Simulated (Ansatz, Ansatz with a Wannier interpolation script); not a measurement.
Planning a run of Ansatz 0.2.0 on CsCdCl3 (Pm-3m). The input:

```yaml
crystal:
  lattice:
    - [5.2, 0.0, 0.0]
    - [0.0, 5.2, 0.0]
    - [0.0, 0.0, 5.2]
  atoms:
    - { symbol: Cs, position: [0.0, 0.0, 0.0] }
    - { symbol: Cd, position: [0.5, 0.5, 0.5] }
    - { symbol: Cl, position: [0.0, 0.5, 0.5] }
    - { symbol: Cl, position: [0.5, 0.0, 0.5] }
    - { symbol: Cl, position: [0.5, 0.5, 0.0] }
kpoints:
  mp_grid: { grid: [4, 4, 4] }
hamiltonian:
  xc: lda
scf:
  occupations: { method: fixed }
  n_extra_bands: 74
output:
  wannier:
    kmesh: [8, 8, 8]
    projections: [{ species: Cd, l: s, shell: 5 }, { species: Cl, l: p, shell: 3 }]
    minimise: true
    write_hr: true
    seedname: w
    conv_tol: 1.0e-07
    max_iter: 4000
    disentanglement:
      window: [-1.62, 12.17]
      frozen_window: [-1.62, 5.71]
      conv_tol: 1.0e-08
```

The database entry behind the starting cell is an old determination (1928), so it need not match the best structure at ambient conditions.

```sh
ansatz run input.yaml --threads 4 --pin off --max-ram 18432MiB --backend cpu --events-out ev --progress --plain --runs-dir out
```

Q: How long will it take on 4 threads of Arm Neoverse V1, shared host, and how much memory?

It took 27 s; on shared hardware allow 14 s to 54 s. Peak host memory was 2.7 GiB.

[Paths, hosts, dates, memory and timing lines, banners, echoed tables and standing remarks are left out of the program output.]

[Logs are printed without paths, hosts, clocks, repeated set-up lines and the standing remarks that a program may print on its own settings, such as how far it seeks lower states.]

[Runs of the session that timed out or met a known fault of the program may be left out.]

[Hosts, paths, dates, database ids (printed as entryN), source tags and the programs' standing remarks are cut or masked in the printed files.]
